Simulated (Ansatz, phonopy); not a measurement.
# Quasi-harmonic thermodynamics of MgS (Niningerite, Fm-3m), part 2 of 2

Aim: the lattice, expansion, heat capacity and bulk modulus of MgS (Niningerite) as it warms.

Experimental results on record:
- heat capacity C_P per formula unit 45.6 J/mol/K near room temperature (given in “High-Throughput Prediction of Finite-Temperature Properties using the Quasi-Harmonic Approximation”, 2016, arXiv:1603.06924)

Ansatz 0.2.0; DFT LDA, scalar-relativistic, plane waves, PAW (the session's first sound run).

So far, isothermal bulk modulus at 298 K (GPa): step 5 (the quasi-harmonic study, functional LDA, q-mesh 2×2×2) 77.0; step 6 (q-mesh 4×4×4) 76.8. Also principal linear expansion coefficients at 298 K (× 1e-6/K): step 5 15.4; step 6 15.8.

## (8) The quasi-harmonic study, q-mesh 4×4×4 (continued)

Strained cells of the study; zero-point energy where phonons were solved; the pressures are stresses at a fixed cutoff and can carry an offset from the finite basis. Expansion cells, by row:

| cell | \|a\| (Å) | \|b\| (Å) | \|c\| (Å) | V (Å³/atom) | E - E_lowest (meV/atom) | pressure, compression positive (GPa) | gap (eV) | zero-point energy (meV/atom) |
| --- | --- | --- | --- | --- | --- | --- | --- | --- |
| 1 | 3.698 | 3.698 | 3.698 | 17.88 | 0 | -0.006 | 2.757 | - |
| 2 | 3.728 | 3.728 | 3.728 | 18.31 | 2.32 | -1.689 | 2.706 | - |
| 3 | 3.669 | 3.669 | 3.669 | 17.46 | 2.397 | 1.851 | 2.808 | - |
| 4 | 3.698 | 3.698 | 3.698 | 17.88 | 0 | -0.02 | 2.757 | 40.24 |
| 5 | 3.717 | 3.717 | 3.717 | 18.15 | 0.938 | -1.093 | 2.725 | 39.17 |
| 6 | 3.739 | 3.739 | 3.739 | 18.48 | 4.409 | -2.292 | 2.686 | 37.88 |
| 7 | 3.76 | 3.76 | 3.76 | 18.79 | 9.773 | -3.315 | 2.649 | 36.7 |
| 8 | 3.78 | 3.78 | 3.78 | 19.1 | 17.14 | -4.268 | 2.613 | 35.52 |
| 9 | 3.662 | 3.662 | 3.662 | 17.36 | 3.724 | 2.331 | 2.82 | - |
| 10 | 3.68 | 3.68 | 3.68 | 17.62 | 0.909 | 1.12 | 2.789 | - |
| 11 | 3.81 | 3.81 | 3.81 | 19.56 | 31.3 | -5.535 | 2.559 | - |

Changing the level of theory (LDA → PBE) takes the volume expansion at 298 K from 47.4 to 56.2 × 10⁻⁶/K and B_T from 76.8 to 67.0 GPa.

## (9) Side by side

Times are for 4 threads of Intel Xeon Platinum 8488C (Sapphire Rapids), shared host. The series side by side:

| no. | functional | cutoff (eV) | k-mesh | q-mesh | method | pressure (GPa) | volume expansion coefficient at 298 K (1e-6/K) | C_P at 298 K (J/mol-atom/K) | isothermal bulk modulus at 298 K (GPa) | time | memory (GiB) |
| --- | --- | --- | --- | --- | --- | --- | --- | --- | --- | --- | --- |
| 1 | lda | 487.2 | 8×8×8 | 2×2×2 | dfpt | 0 | 46.25 | 23.01 | 76.98 | 36 s | 0.60 |
| 2 | lda | 487.2 | 8×8×8 | 4×4×4 | dfpt | 0 | 47.36 | 23.04 | 76.85 | 3 min | 0.93 |
| 3 | pbe | 487.2 | 8×8×8 | 4×4×4 | dfpt | 0 | 56.24 | 23.49 | 66.97 | 4 min | 0.97 |

The runs together, line volume. Expansion coefficient, volume against temperature; values in 1e-6/K:

| temperature (K) | lda, 487.2, 8×8×8, 2×2×2, dfpt, 0 | lda, 487.2, 8×8×8, 4×4×4, dfpt, 0 | pbe, 487.2, 8×8×8, 4×4×4, dfpt, 0 |
| --- | --- | --- | --- |
| 0 | 0 | 0 | 0 |
| 50 | 4.23 | 4.29 | 6.37 |
| 100 | 20.6 | 21.2 | 27.4 |
| 150 | 32.5 | 33.4 | 40.8 |
| 200 | 39.3 | 40.3 | 48.3 |
| 250 | 43.5 | 44.5 | 53.0 |
| 298 | 46.2 | 47.4 | 56.2 |
| 300 | 46.3 | 47.5 | 56.4 |
| 350 | 48.5 | 49.7 | 59.1 |
| 400 | 50.3 | 51.5 | 61.6 |
| 450 | 51.9 | 53.2 | 63.9 |
| 500 | 53.4 | 54.8 | 66.3 |
| 550 | 54.9 | 56.3 | 68.7 |
| 600 | 56.3 | 57.8 | 71.2 |
| 650 | 57.7 | 59.3 | 73.9 |
| 700 | 59.2 | 60.9 | 76.9 |
| 750 | 60.7 | 62.5 | 80.1 |
| 800 | 62.3 | 64.2 | 83.7 |

The runs together, line C_P. Heat capacity, C_P against temperature; values in J/mol-atom/K:

| temperature (K) | lda, 487.2, 8×8×8, 2×2×2, dfpt, 0 | lda, 487.2, 8×8×8, 4×4×4, dfpt, 0 | pbe, 487.2, 8×8×8, 4×4×4, dfpt, 0 |
| --- | --- | --- | --- |
| 0 | 0 | 0 | 0 |
| 50 | 3.07 | 2.87 | 3.35 |
| 100 | 11.6 | 11.5 | 12.5 |
| 150 | 17.2 | 17.1 | 18.0 |
| 200 | 20.2 | 20.2 | 20.8 |
| 250 | 21.9 | 22.0 | 22.5 |
| 298 | 23.0 | 23.0 | 23.5 |
| 300 | 23.0 | 23.1 | 23.5 |
| 350 | 23.8 | 23.8 | 24.3 |
| 400 | 24.4 | 24.4 | 24.8 |
| 450 | 24.8 | 24.8 | 25.3 |
| 500 | 25.1 | 25.2 | 25.7 |
| 550 | 25.5 | 25.5 | 26.1 |
| 600 | 25.7 | 25.8 | 26.4 |
| 650 | 26.0 | 26.1 | 26.8 |
| 700 | 26.3 | 26.3 | 27.1 |
| 750 | 26.5 | 26.6 | 27.5 |
| 800 | 26.8 | 26.9 | 28.0 |

## (10) Free-energy fit

This step: DFT PBE, scalar-relativistic, plane waves, PAW (phonopy 4.10.0).

This step gave:

```
volume expansion coefficient at 300 K : 56.22 1e-6/K
isothermal bulk modulus at 300 K      : 66.95 GPa
C_P at 300 K                          : 23.58 J/mol-atom/K
Grüneisen parameter at 300 K          : 1.81
```

Energy (each curve on its own zero) against volume; values in meV/atom:

| volume (Å³/atom) | static | F at 0 K | F at 300 K | F at 800 K |
| --- | --- | --- | --- | --- |
| 17.883 | 0 | 2.33 | 5.08 | 12.6 |
| 18.153 | 0.94 | 2.2 | 3.77 | 8.01 |
| 18.481 | 4.41 | 4.39 | 4.46 | 4.58 |
| 18.787 | 9.77 | 8.57 | 7.17 | 3.32 |
| 19.098 | 17.1 | 14.8 | 11.8 | 3.73 |

Phonopy-qha, vinet fit of F(V) at each temperature. Qha vinet, by row:

| T (K) | fitted volume (Å³/atom) | alpha_V (1e-6/K) | B_T (GPa) | C_P (J/mol-atom/K) | Grueneisen |
| --- | --- | --- | --- | --- | --- |
| 100 | 18.05 | 25.96 | 71.41 | 11.97 | 1.623 |
| 150 | 18.09 | 39.83 | 70.45 | 17.85 | 1.72 |
| 200 | 18.13 | 47.8 | 69.35 | 20.86 | 1.767 |
| 250 | 18.17 | 52.72 | 68.18 | 22.54 | 1.792 |
| 300 | 18.22 | 56.22 | 66.95 | 23.58 | 1.81 |
| 350 | 18.27 | 59.04 | 65.68 | 24.31 | 1.826 |
| 400 | 18.33 | 61.55 | 64.35 | 24.86 | 1.842 |
| 450 | 18.39 | 63.92 | 62.98 | 25.32 | 1.858 |
| 500 | 18.45 | 66.29 | 61.56 | 25.71 | 1.875 |
| 550 | 18.51 | 68.72 | 60.09 | 26.09 | 1.893 |
| 600 | 18.57 | 71.27 | 58.57 | 26.44 | 1.912 |
| 650 | 18.64 | 73.99 | 57 | 26.8 | 1.932 |
| 700 | 18.71 | 76.93 | 55.37 | 27.17 | 1.954 |
| 750 | 18.79 | 80.15 | 53.69 | 27.56 | 1.977 |

Volume expansion coefficient against temperature; values in 1e-6/K:

| temperature (K) | phonopy-qha, Vinet | Ansatz's own study |
| --- | --- | --- |
| 100 | 26.0 | 27.4 |
| 150 | 39.8 | 40.8 |
| 200 | 47.8 | 48.3 |
| 250 | 52.7 | 53.0 |
| 300 | 56.2 | 56.4 |
| 350 | 59.0 | 59.1 |
| 400 | 61.5 | 61.6 |
| 450 | 63.9 | 63.9 |
| 500 | 66.3 | 66.3 |
| 550 | 68.7 | 68.7 |
| 600 | 71.3 | 71.2 |
| 650 | 74.0 | 73.9 |
| 700 | 76.9 | 76.9 |
| 750 | 80.2 | 80.1 |

The fit gives a volume expansion of 56.2 × 10⁻⁶/K at 300 K, against 56.2 at 298 K from the study itself, whose static fit uses more cells.

## (11) Outcome

| Quantity | Value |
| --- | --- |
| settings of these figures | PBE, 487.2 eV, k 8×8×8, q 4×4×4 |
| volume expansion coefficient at 298 K | 56.24 1e-6/K |
| C_P at 298 K | 23.49 J/mol-atom/K |
| entropy at 298 K | 26.98 J/mol-atom/K |
| isothermal bulk modulus at 298 K | 66.97 GPa |
| Grüneisen parameter at 298 K | 1.812 |
| volume at 298 K | 18.22 Å³/atom |
| principal linear expansion coefficients at 298 K | 18.75, 18.75, 18.75 1e-6/K |

Near room temperature MgS (Niningerite) expands by 56.2 × 10⁻⁶/K in volume by PBE, with C_P = 23.5 J/(mol K) per mole of atoms and B_T = 67.0 GPa. Between 298.15 and 800 K the bulk modulus falls by 23 % and the Grüneisen parameter grows; in this range the quasi-harmonic approximation, which lacks anharmonicity at fixed volume, tends to overshoot. C_P at room temperature is 94 % of the classical 3R an atom; C_V is 91 %, and the rest is expansion work. A measured heat capacity per formula unit near room temperature is 45.6 J/mol/K (arXiv:1603.06924); the calculated 47.0 J/mol/K differs by +3 %. The levels of theory differ by up to 8.9 × 10⁻⁶/K in the volume expansion at 298 K.

[Logs are printed without paths, hosts, clocks, repeated set-up lines and the standing remarks that a program may print on its own settings, such as how far it seeks lower states.]

[Hosts, paths, dates, database ids (printed as entryN), source tags and the programs' standing remarks are cut or masked in the printed files.]

[A step with changed settings may run another functional than the one named; its input shows which.]
